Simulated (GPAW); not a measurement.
# Ti2COS MXene monolayer: work function by functional and basis, part 2 of 2

Wanted: work functions and dipole of Ti2COS MXene monolayer, with the cost of each level.

GPAW 26.7.0; GPAW, PAW setups; layer in a repeated cell with vacuum, relaxation of atoms and in-plane cell (the session's first sound run).

So far, upper work function (eV): step 3 (the slab's potential, PBE, GPAW) 5.59; step 4 (self-consistent run: xc = "vdW-DF2", GPAW, PAW setups, GPAW) 6.06; step 5 (OptPBE vdW: xc = "optPBE-vdW", GPAW, PAW setups, GPAW) 5.84; step 6 (self-consistent run: xc = "RPBE") 5.42.

### 7. Self-consistent run: xc = "revPBE"

Level of this step: GPAW, PAW setups; slab in vacuum (GPAW).

The same geometry under revPBE, to see how far the functional moves the levels against the vacuum.

Contents of run.py:

```python
import json
import numpy as np
from ase import Atoms
from gpaw import GPAW, PW

slab = Atoms(
    ['S', 'Ti', 'C', 'Ti', 'O'],
    positions=[
        [-0.00000, 1.78620, 7.00000],
        [1.54690, 0.89310, 8.60676],
        [0.00000, 0.00000, 9.80316],
        [-0.00000, 1.78620, 11.13060],
        [1.54690, 0.89310, 12.01199]],
    cell=[[3.09379, 0.0, 0.0], [-1.5469, 2.67931, 0.0], [0.0, 0.0, 19.012]],
    pbc=[True, True, False])

slab.calc = GPAW(mode=PW(500), xc='revPBE', kpts={'size': (12, 12, 1), 'gamma': True},
                 occupations={'name': 'fermi-dirac', 'width': 0.05}, nbands='160%',
                 convergence={'density': 1e-05}, maxiter=200,
                 poissonsolver={'dipolelayer': 'xy'},
                 symmetry={'tolerance': 1e-3}, txt='slab.txt')
result = {}
energy = slab.get_potential_energy()
fermi = slab.calc.get_fermi_level()
v = slab.calc.get_electrostatic_potential().mean((0, 1)) - fermi
n = slab.calc.get_pseudo_density().mean((0, 1))
L = slab.cell[2, 2]
z = np.arange(len(v)) * L / len(v)
low, high = slab.positions[:, 2].min(), slab.positions[:, 2].max()
below, above = np.interp([low - 4.8, high + 4.8], z, v)
slopes = [np.interp(x, z, np.gradient(v, z)) for x in (low - 4.8, high + 4.8)]
eps = np.array([[slab.calc.get_eigenvalues(k, s) for k in range(len(slab.calc.get_ibz_k_points()))]
                for s in range(slab.calc.get_number_of_spins())]) - fermi
top, bottom = eps[eps < 0].max(), eps[eps > 0].min()
dipole = slab.get_dipole_moment()[2]
print(f'energy {energy:.4f} eV, Fermi level {fermi:.4f} eV, dipole {dipole:.5f} e A')
print(f'potential 4.8 A off the faces, from the Fermi level: lower {below:.4f} eV, upper {above:.4f} eV')
print(f'slope of the potential there: lower {slopes[0]:.5f}, upper {slopes[1]:.5f} eV/A')
print(f'nearest levels on the mesh: {top:.4f} and {bottom:.4f} eV')
print('magnetic moment', round(slab.get_magnetic_moment(), 3))
result.update(energy=energy, fermi=fermi, dipole=dipole, below=below, above=above, slopes=slopes, edges=[top, bottom],
              z=z.tolist(), v=v.tolist(), n=n.tolist(), positions=slab.positions.tolist(),
              forces=slab.get_forces(apply_constraint=False).tolist(), moments=slab.get_magnetic_moments().tolist())
json.dump(result, open('result.json', 'w'))
```

Command:

```
OMP_NUM_THREADS=1 OPENBLAS_NUM_THREADS=1 python run.py
```

Output:

```text
energy -37.2575 eV, Fermi level -0.1770 eV, dipole 0.01982 e A
potential 4.8 A off the faces, from the Fermi level: lower 5.8684 eV, upper 5.4294 eV
slope of the potential there: lower -0.00091, upper 0.00048 eV/A
nearest levels on the mesh: -0.0520 and 0.0423 eV
magnetic moment 0.0
```

Wall time 46 s (1 thread of AMD EPYC 7B13 (Zen 3), shared host); peak memory 0.23 GiB.

This step gave:

| Property | Result |
| --- | --- |
| dipole along the normal | 0.01982 e·Å |
| levels nearest the Fermi level on the mesh | -0.05204, 0.04231 eV from the Fermi level |
| upper work function | 5.429 eV |

The electrostatic potential energy of an electron (without an applied field's), less the Fermi level, planar mean oscillates, so the rows of the table below give means over windows of 0.5 Å about each position, cut where the curve ends. Its maxima inside the range that stand out by 2 % of the span (Å: eV): 7.79: -4.28, 9.32: -6.72, 10.27: -5.23, 11.69: -12.0. Its minima: 7.03: -19.5, 8.65: -17.6, 9.79: -11.3, 11.12: -18.4, 11.98: -13.0.

The electrostatic potential energy of an electron (without an applied field's), less the Fermi level, planar mean by z; means over each step:

| z (Å) | electrostatic potential energy of an electron (without an applied field's), less the Fermi level, planar mean (eV) |
| --- | --- |
| 0.0 | 5.73 |
| 0.5 | 5.86 |
| 1.0 | 5.87 |
| 1.5 | 5.87 |
| 2.0 | 5.87 |
| 2.5 | 5.87 |
| 3.0 | 5.87 |
| 3.5 | 5.87 |
| 4.0 | 5.86 |
| 4.5 | 5.85 |
| 5.0 | 5.77 |
| 5.5 | 5.37 |
| 6.0 | 3.39 |
| 6.5 | -5.03 |
| 7.0 | -17.3 |
| 7.5 | -7.81 |
| 8.0 | -6.93 |
| 8.5 | -15.9 |
| 9.0 | -11.5 |
| 9.5 | -8.27 |
| 10.0 | -8.55 |
| 10.5 | -7.28 |
| 11.0 | -16.4 |
| 11.5 | -14.3 |
| 12.0 | -11.3 |
| 12.5 | -0.0270 |
| 13.0 | 4.55 |
| 13.5 | 5.28 |
| 14.0 | 5.40 |
| 14.5 | 5.42 |
| 15.0 | 5.43 |
| 15.5 | 5.43 |
| 16.0 | 5.43 |
| 16.5 | 5.43 |
| 17.0 | 5.43 |
| 17.5 | 5.43 |
| 18.0 | 5.43 |
| 18.5 | 5.44 |

The upper face's work function is 5.429 eV, against 5.585 eV in the first plane-wave PBE run at this geometry.

### 8. Self-consistent run: xc = "LDA"

The same geometry under LDA, to see how far the functional moves the levels against the vacuum.

Edit run.py of step 7 so:

```diff
@@ -16,3 +16,3 @@
 
-slab.calc = GPAW(mode=PW(500), xc='revPBE', kpts={'size': (12, 12, 1), 'gamma': True},
+slab.calc = GPAW(mode=PW(500), xc='LDA', kpts={'size': (12, 12, 1), 'gamma': True},
                  occupations={'name': 'fermi-dirac', 'width': 0.05}, nbands='160%',
```

Output:

```text
energy -43.0473 eV, Fermi level -0.6231 eV, dipole 0.00983 e A
potential 4.8 A off the faces, from the Fermi level: lower 6.2197 eV, upper 5.9986 eV
slope of the potential there: lower -0.00091, upper 0.00049 eV/A
nearest levels on the mesh: -0.0606 and 0.0297 eV
magnetic moment 0.0
```

Elapsed: 45 s, on 1 thread; peak memory 0.24 GiB.

Numbers from this step:

* dipole along the normal: 0.009835 e·Å
* levels nearest the Fermi level on the mesh: -0.06058, 0.02969 eV from the Fermi level
* upper work function: 5.999 eV
* lower work function: 6.220 eV

The electrostatic potential energy of an electron (without an applied field's), less the Fermi level, planar mean oscillates, so the rows of the table below give means over windows of 0.5 Å about each position, cut where the curve ends. Its maxima inside the range that stand out by 2 % of the span (Å: eV): 7.79: -3.90, 9.32: -6.29, 10.27: -4.80, 11.69: -11.5. Its minima: 7.03: -19.2, 8.65: -17.1, 9.79: -10.9, 11.12: -17.9, 11.98: -12.5.

Table of electrostatic potential energy of an electron (without an applied field's), less the Fermi level, planar mean by z; means over each step:

z (Å), electrostatic potential energy of an electron (without an applied field's), less the Fermi level, planar mean (eV) and a bar from the least value:
```
      0.0        6.2 ##############################
      0.5        6.2 ##############################
      1.0        6.2 ##############################
      1.5        6.2 ##############################
      2.0        6.2 ##############################
      2.5        6.2 ##############################
      3.0        6.2 ##############################
      3.5        6.2 ##############################
      4.0        6.2 ##############################
      4.5        6.2 ##############################
      5.0        6.1 ##############################
      5.5        5.7 #############################
      6.0        3.7 ###########################
      6.5       -4.8 ################
      7.0      -17.0 
      7.5       -7.5 ############
      8.0       -6.5 ##############
      8.5      -15.4 ##
      9.0      -11.0 ########
      9.5       -7.9 ############
     10.0       -8.1 ###########
     10.5       -6.8 #############
     11.0      -15.9 ##
     11.5      -13.8 ####
     12.0      -10.8 ########
     12.5        0.5 #######################
     13.0        5.1 #############################
     13.5        5.9 ##############################
     14.0        6.0 ##############################
     14.5        6.0 ##############################
     15.0        6.0 ##############################
     15.5        6.0 ##############################
     16.0        6.0 ##############################
     16.5        6.0 ##############################
     17.0        6.0 ##############################
     17.5        6.0 ##############################
     18.0        6.0 ##############################
     18.5        6.0 ##############################
```

The upper face's work function is 5.999 eV, against 5.585 eV in the first plane-wave PBE run at this geometry.

### 9. Real-space grid: mode = "fd"

A real-space grid is a second complete basis, so it checks the plane-wave result.

Edit run.py of step 8 so:

```diff
@@ -3,3 +3,3 @@
 from ase import Atoms
-from gpaw import GPAW, PW
+from gpaw import GPAW
 
@@ -16,3 +16,3 @@
 
-slab.calc = GPAW(mode=PW(500), xc='LDA', kpts={'size': (12, 12, 1), 'gamma': True},
+slab.calc = GPAW(mode='fd', h=0.18, xc='PBE', kpts={'size': (12, 12, 1), 'gamma': True},
                  occupations={'name': 'fermi-dirac', 'width': 0.05}, nbands='160%',
```

Output:

```text
energy -39.6140 eV, Fermi level -5.7796 eV, dipole 0.01691 e A
potential 4.8 A off the faces, from the Fermi level: lower 5.9644 eV, upper 5.5948 eV
slope of the potential there: lower -0.00005, upper 0.00001 eV/A
nearest levels on the mesh: -0.0545 and 0.0388 eV
magnetic moment 0.0
```

The job ended after 3.2 min (1 thread; peak memory 0.58 GiB).

Numbers from this step:

* dipole along the normal: 0.01691 e·Å
* levels nearest the Fermi level on the mesh: -0.05453, 0.03876 eV from the Fermi level
* upper work function: 5.595 eV
* lower work function: 5.964 eV

The electrostatic potential energy of an electron (without an applied field's), less the Fermi level, planar mean oscillates, so the rows of the table below give means over windows of 0.5 Å about each position, cut where the curve ends. Its maxima inside the range that stand out by 2 % of the span (Å: eV): 7.77: -4.16, 9.32: -6.60, 10.33: -5.07, 11.70: -11.9. Its minima: 7.04: -19.4, 8.59: -17.5, 9.78: -11.2, 11.15: -18.3, 11.97: -12.9.

Electrostatic potential energy of an electron (without an applied field's), less the Fermi level, planar mean against z; means over each step:

| z (Å) | electrostatic potential energy of an electron (without an applied field's), less the Fermi level, planar mean (eV) |
| --- | --- |
| 0.0 | 5.93 |
| 0.5 | 5.96 |
| 1.0 | 5.96 |
| 1.5 | 5.96 |
| 2.0 | 5.96 |
| 2.5 | 5.96 |
| 3.0 | 5.96 |
| 3.5 | 5.96 |
| 4.0 | 5.96 |
| 4.5 | 5.94 |
| 5.0 | 5.86 |
| 5.5 | 5.46 |
| 6.0 | 3.45 |
| 6.5 | -5.00 |
| 7.0 | -17.2 |
| 7.5 | -7.73 |
| 8.0 | -6.84 |
| 8.5 | -15.8 |
| 9.0 | -11.4 |
| 9.5 | -8.16 |
| 10.0 | -8.45 |
| 10.5 | -7.20 |
| 11.0 | -16.2 |
| 11.5 | -14.1 |
| 12.0 | -11.1 |
| 12.5 | 0.162 |
| 13.0 | 4.70 |
| 13.5 | 5.45 |
| 14.0 | 5.57 |
| 14.5 | 5.59 |
| 15.0 | 5.59 |
| 15.5 | 5.59 |
| 16.0 | 5.59 |
| 16.5 | 5.59 |
| 17.0 | 5.59 |
| 17.5 | 5.59 |
| 18.0 | 5.59 |
| 18.5 | 5.59 |

The upper face's work function is 5.595 eV, against 5.585 eV in the first plane-wave PBE run at this geometry.

### 10. Atomic orbitals: mode = "lcao"

Atom-centred orbitals end a few angstrom from the surface, which tests how much the density's tail matters.

Edit run.py of step 9 so:

```diff
@@ -16,4 +16,4 @@
 
-slab.calc = GPAW(mode='fd', h=0.18, xc='PBE', kpts={'size': (12, 12, 1), 'gamma': True},
-                 occupations={'name': 'fermi-dirac', 'width': 0.05}, nbands='160%',
+slab.calc = GPAW(mode='lcao', basis='dzp', h=0.18, xc='PBE', kpts={'size': (12, 12, 1), 'gamma': True},
+                 occupations={'name': 'fermi-dirac', 'width': 0.05}, nbands='120%',
                  convergence={'density': 1e-05}, maxiter=200,
```

Output:

```text
energy -38.1881 eV, Fermi level -5.8519 eV, dipole 0.01098 e A
potential 4.8 A off the faces, from the Fermi level: lower 5.9720 eV, upper 5.7318 eV
slope of the potential there: lower -0.00000, upper 0.00000 eV/A
nearest levels on the mesh: -0.0525 and 0.0362 eV
magnetic moment 0.0
```

It took 8.1 min on 1 thread; peak memory 0.33 GiB.

This step gave:

| Property | Result |
| --- | --- |
| dipole along the normal | 0.01098 e·Å |
| levels nearest the Fermi level on the mesh | -0.05248, 0.03619 eV from the Fermi level |
| upper work function | 5.732 eV |
| lower work function | 5.972 eV |

The upper face's work function is 5.732 eV, against 5.585 eV in the first plane-wave PBE run at this geometry.

### 11. The ladder

Times are for 1 thread of AMD EPYC 7B13 (Zen 3), shared host. Results by setting:

| no. | run | upper work function (eV) | lower work function (eV) | time | memory (GiB) |
| --- | --- | --- | --- | --- | --- |
| 1 | pw | 5.585 | 5.967 | 46 s | 0.23 |
| 2 | vdW DF2 | 6.061 | 6.318 | 95 s | 0.37 |
| 3 | optPBE vdW | 5.837 | 6.181 | 58 s | 0.37 |
| 4 | RPBE | 5.416 | 5.868 | 46 s | 0.23 |
| 5 | revPBE | 5.429 | 5.868 | 46 s | 0.23 |
| 6 | LDA | 5.999 | 6.220 | 45 s | 0.24 |
| 7 | fd | 5.595 | 5.964 | 3.2 min | 0.58 |
| 8 | lcao | 5.732 | 5.972 | 8.1 min | 0.33 |

### 12. Side by side

Results and costs are gathered.

This step: comparison of work functions, dipole and cost (GPAW 26.7.0).

Ladder, by row:

| step | code | work function, upper (eV) | work function, lower (eV) | dipole (e Å) | wall time (s) | peak memory (GiB) | threads |
| --- | --- | --- | --- | --- | --- | --- | --- |
| pw | GPAW | 5.585 | 5.967 | 0.01719 | 45.83 | 0.23 | 1 |
| vdW-DF2 | GPAW | 6.061 | 6.318 | 0.01145 | 95.03 | 0.37 | 1 |
| optPBE-vdW | GPAW | 5.837 | 6.181 | 0.01548 | 58.34 | 0.37 | 1 |
| RPBE | GPAW | 5.416 | 5.868 | 0.02045 | 46.07 | 0.23 | 1 |
| revPBE | GPAW | 5.429 | 5.868 | 0.01982 | 46.21 | 0.23 | 1 |
| LDA | GPAW | 5.999 | 6.22 | 0.009835 | 44.81 | 0.24 | 1 |
| fd | GPAW | 5.595 | 5.964 | 0.01691 | 191.7 | 0.58 | 1 |
| lcao | GPAW | 5.732 | 5.972 | 0.01098 | 486.9 | 0.33 | 1 |

### 13. A changed run

One more run, with changed settings.

This step: GPAW, PAW setups; slab in vacuum (GPAW 26.7.0).

Edit run.py of step 10 so:

```diff
@@ -3,3 +3,3 @@
 from ase import Atoms
-from gpaw import GPAW
+from gpaw import GPAW, PW
 
@@ -16,5 +16,5 @@
 
-slab.calc = GPAW(mode='lcao', basis='dzp', h=0.18, xc='PBE', kpts={'size': (12, 12, 1), 'gamma': True},
-                 occupations={'name': 'fermi-dirac', 'width': 0.05}, nbands='120%',
-                 convergence={'density': 1e-05}, maxiter=200,
+slab.calc = GPAW(mode=PW(500), xc='PBE', kpts={'size': (12, 12, 1), 'gamma': True},
+                 occupations={'name': 'fermi-dirac', 'width': 1.0}, nbands='160%',
+                 convergence={'density': 1e-05}, maxiter=50,
                  poissonsolver={'dipolelayer': 'xy'},
```

Output:

```text
energy -38.2889 eV, Fermi level -0.3394 eV, dipole -0.01803 e A
potential 4.8 A off the faces, from the Fermi level: lower 5.6583 eV, upper 6.0483 eV
slope of the potential there: lower -0.01288, upper 0.00844 eV/A
nearest levels on the mesh: -0.1563 and 0.2168 eV
magnetic moment 0.0
```

It took 48 s on 1 thread; peak memory 0.23 GiB.

The run finished. A setting was moved off its sound value on purpose, so it serves as a test and not as the result.

The fault put into the input: a smearing of electronvolts (width = 1.0).

The two runs compared:

| quantity | this run | sound run | difference |
| --- | --- | --- | --- |
| dipole along the normal (e·Å) | -0.018030 | 0.017190 | -0.0352 |
| upper work function (eV) | 6.0483 | 5.5851 | 0.463 |
| lower work function (eV) | 5.6583 | 5.9667 | -0.308 |

The two runs differ clearly in the upper work function: 6.05 eV against 5.59 eV.

### 14. What came out

```
work function, upper and lower face : 5.585 and 5.967 eV
dipole along the normal             : 0.0172 e Å
```

With plane waves and PBE the work function is 5.59 eV on the upper face and 5.97 eV on the lower. The two faces differ by 0.38 eV, the step that the slab's dipole makes (e p/(ε0 A) gives 0.38 eV), so the dipole layer is needed. Over the sound runs of the table the upper face's work function spans 5.416 (RPBE) to 6.061 eV (vdW-DF2). Atomic orbitals miss the plane-wave value by 0.15 eV, since they describe the tail of the density in the vacuum poorly. The relaxation of atoms and cell ran in a fully periodic cell without the dipole layer, so the atoms of this polar layer felt a small spurious field. The runs had no spin polarisation, so a magnetic state, which thin layers of d-metal atoms can have, wasn't tested. The layer's cell and atoms come from the relaxation; spin-orbit coupling and temperature are left out.

[Logs are printed without paths, hosts, clocks, repeated set-up lines and the standing remarks that a program may print on its own settings, such as how far it seeks lower states.]

[Hosts, paths, dates, database ids (printed as entryN), source tags and the programs' standing remarks are cut or masked in the printed files.]
